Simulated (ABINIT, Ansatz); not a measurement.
Records of electronic-structure calculations.

```
! title: Quasiparticle gap of Ba3ZnN2O (P4/mmm) in ABINIT
! method: RPA screening on PBEsol, plane waves, norm-conserving pseudopotentials (and 2 further levels or steps)
! program: ABINIT 10.8.3
! settings: cutoff 38 Ha, PseudoDojo scalar-relativistic 0.4.1 standard, norm-conserving, ngkpt (2, 2, 1), nband 111, ecuteps 3.6 Ha, inclvkb 2, shiftk (0, 0, 0), symchi 1, awtr 1, frequency ppm, 2×2×1 k-mesh
! cost: 5 runs, 8 min in all on 4 MPI ranks of Arm Neoverse V1, shared host
! notes: The program’s warnings: nproc spkpt=  >= nkpt= * nsppol=. The cell and positions are those that the Materials Project relaxed with its own functionals (PBE, PBE+U or r2SCAN), kept fixed. Limits: d shell near the gap, gap tends to lie low; no spin-orbit coupling. Local fields lower the RPA ε∞ on this mesh from 10.63 to 9.32; a Γ-centred mesh this coarse tends to raise both, most where the direct gap is narrow, while a short band sum lowers them. The 2×2×1 mesh is coarse for this cell, which bears on the long-range parts of exchange and screening.
! PBEsol gap: 0.40 eV, indirect
! G0W0 gap on the mesh: 0.99 eV
! G0W0 gap over the zone (rigid shift): 0.63 eV
! GW settings: 2×2×1 mesh, 111 bands, screening to 98 eV, Godby-Needs plasmon pole
! known limits: short of the basis limit; d shell near the gap, gap tends to lie low; no spin-orbit coupling; coarse k mesh
CELL_PARAMETERS angstrom
4.14977 0.00000 0.00000
0.00000 4.14977 0.00000
0.00000 0.00000 9.29283
ATOMIC_POSITIONS crystal
Ba 0.00000 0.00000 0.21788
Ba 0.00000 0.00000 0.78212
Ba 0.50000 0.50000 0.50000
Zn 0.50000 0.50000 0.00000
N 0.50000 0.50000 0.80054
N 0.50000 0.50000 0.19946
O 0.00000 0.00000 0.50000
```

[Long decimals in the printed logs are rounded to 6 places.]

[Logs are printed without paths, hosts, clocks, repeated set-up lines and the standing remarks that a program may print on its own settings, such as how far it seeks lower states.]

[Paths, hosts, dates, memory and timing lines, banners, echoed tables and standing remarks are left out of the program output; an Ansatz launch command may be rebuilt from the run's recorded settings. Measured values are a selection of at most five: reports struck by readers or far from the other reports are left out. None is set beside runs whose start may be inverted or whose files or cutoffs have a known fault.]

[Runs of the session that timed out or met a known fault of the program may be left out.]

[Hosts, paths, dates, database ids (printed as entryN), source tags and the programs' standing remarks are cut or masked in the printed files.]

[G0W0 gaps are taken among the corrected bands and points alone; a level outside them can change the order at an edge.]

[Where Ansatz stands beside ABINIT at settings called matched, ABINIT's density can come from a denser mesh and the files from another edition; pairs whose starting gaps differed by over 0.03 eV were left out, so agreement reads better than it is.]
